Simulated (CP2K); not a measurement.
Consider cyclohexane at its PBE geometry (Å).

```xyz
18

C    -0.6811    1.1344   -0.6708
C     0.7562    1.2690   -0.1498
C     1.4767   -0.0857   -0.1183
C     0.6811   -1.1344    0.6708
C    -0.7562   -1.2690    0.1498
C    -1.4767    0.0857    0.1183
H    -0.6551    0.8438   -1.7357
H    -1.1923    2.1087   -0.6281
H     1.3190    1.9834   -0.7705
H     0.7345    1.6923    0.8696
H     1.6219   -0.4437   -1.1527
H     2.4830    0.0301    0.3136
H     1.1923   -2.1087    0.6281
H     0.6551   -0.8438    1.7357
H    -1.3190   -1.9834    0.7705
H    -0.7345   -1.6923   -0.8696
H    -1.6219    0.4437    1.1527
H    -2.4830   -0.0301   -0.3136
```

Method: CP2K XAS_TDP, all-electron GAPW, PBEh(45%), aug-cc-pVDZ, TDA, no relativity.

Q: Where do the C K-edge lines lie, and how strong are they?

Leading lines: C1 283.63 eV. The leading line of an atom is its first one with 35 % of the strongest within 2.5 eV of its lowest line over the strength cut. 

The first six lines of each atom with a strength over 0.0015:

```csv
atom,energy (eV),states,"strength, one atom"
"C1 (bonded to 2 C and 2 H), 6 alike",283.63,1,0.0095
,284.10,1,0.0150
,284.69,1,0.0016
,285.17,1,0.0070
,286.08,1,0.0069
,286.18,1,0.0045
```

Lines are vertical, at one geometry, with no vibrational structure. Without a correction of the core level, line positions, and the gaps between valence and Rydberg lines, follow the share of exact exchange. At this level such K lines come out 3 to 6 eV under measured ones. These values hold no scalar relativity, about 0.1 eV for C 1s. Rydberg lines, and the discretised continuum above threshold, depend on the basis and the box.

[Banner, clock and machine lines of the logs are left out without a mark of their own.]

[Logs are printed without paths, hosts, clocks, repeated set-up lines and the standing remarks that a program may print on its own settings, such as how far it seeks lower states.]

[Hosts, paths, dates, database ids (printed as entryN), source tags and the programs' standing remarks are cut or masked in the printed files.]
